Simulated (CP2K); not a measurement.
Consider 4-ethynylpyridine at its PBE geometry (Å).

```xyz
13

C     3.1386   -0.2453   -0.0242
C     1.9278   -0.1526   -0.0137
C     0.5070   -0.0414   -0.0026
C    -0.1302    1.1932   -0.2285
C    -1.5234    1.2466   -0.2089
N    -2.3166    0.1827    0.0124
C    -1.6975   -0.9932    0.2308
C    -0.3131   -1.1605    0.2343
H     4.2053   -0.3268   -0.0347
H     0.4577    2.0904   -0.4150
H    -2.0357    2.1962   -0.3802
H    -2.3495   -1.8506    0.4142
H     0.1296   -2.1385    0.4162
```

Method: CP2K XAS_TDP, all-electron GAPW, PBEh(45%), aug-cc-pVDZ, TDA, GW2X-corrected core level, no relativity.

Q: Where do the C K-edge lines lie, and how strong are they?

Leading lines: C1 287.22 eV, C2 287.47 eV, C3 287.13 eV, C4 286.94 eV and C5 287.44 eV. The leading line of an atom is its first one with 35 % of the strongest within 2.5 eV of its lowest line over the strength cut. Core ionisation energies at this level: C3 293.06, C4 292.41, C5 292.99, C1 292.40 and C2 292.46 eV.

The first six lines of each atom with a strength over 0.0015:

| atom | energy (eV) | states | strength, one atom | above the computed threshold |
| --- | --- | --- | --- | --- |
| C1 (bonded to C and H) | 287.22 | 1 | 0.0415 |  |
|  | 288.13 | 1 | 0.0476 |  |
|  | 290.48 | 1 | 0.0055 |  |
|  | 291.11 | 1 | 0.0056 |  |
|  | 291.55 | 2 | 0.0067 |  |
|  | 292.01 | 1 | 0.0083 |  |
| C2 (bonded to 2 C) | 287.47 | 1 | 0.0266 |  |
|  | 288.02 | 1 | 0.0521 |  |
|  | 290.47 | 1 | 0.0293 |  |
|  | 292.90 | 1 | 0.0025 | yes |
|  | 293.34 | 1 | 0.0016 | yes |
|  | 294.00 | 1 | 0.0027 | yes |
| C3 (bonded to 3 C) | 287.13 | 1 | 0.0469 |  |
|  | 291.50 | 1 | 0.0024 |  |
|  | 292.06 | 1 | 0.0096 |  |
|  | 292.67 | 1 | 0.0033 |  |
|  | 293.51 | 1 | 0.0026 | yes |
|  | 293.68 | 1 | 0.0071 | yes |
| C4 (bonded to 2 C and H), 2 alike | 286.94 | 1 | 0.0472 |  |
|  | 288.54 | 1 | 0.0033 |  |
|  | 290.44 | 1 | 0.0122 |  |
|  | 291.34 | 1 | 0.0040 |  |
|  | 291.53 | 1 | 0.0023 |  |
|  | 291.93 | 1 | 0.0039 |  |
| C5 (bonded to C, N and H), 2 alike | 287.44 | 1 | 0.0533 |  |
|  | 289.15 | 1 | 0.0026 |  |
|  | 291.09 | 1 | 0.0114 |  |
|  | 292.08 | 1 | 0.0027 |  |
|  | 292.67 | 1 | 0.0022 |  |
|  | 292.68 | 1 | 0.0018 |  |

Lines are vertical, at one geometry, with no vibrational structure. GW2X ionisation energies and lines can be off by 1 to 2 eV either way, and a good line position may hide errors that cancel. These values hold no scalar relativity, about 0.1 eV for C 1s. Rydberg lines, and the discretised continuum above threshold, depend on the basis and the box.

[Banner, clock and machine lines of the logs are left out without a mark of their own.]

[Logs are printed without paths, hosts, clocks, repeated set-up lines and the standing remarks that a program may print on its own settings, such as how far it seeks lower states.]

[Hosts, paths, dates, database ids (printed as entryN), source tags and the programs' standing remarks are cut or masked in the printed files.]
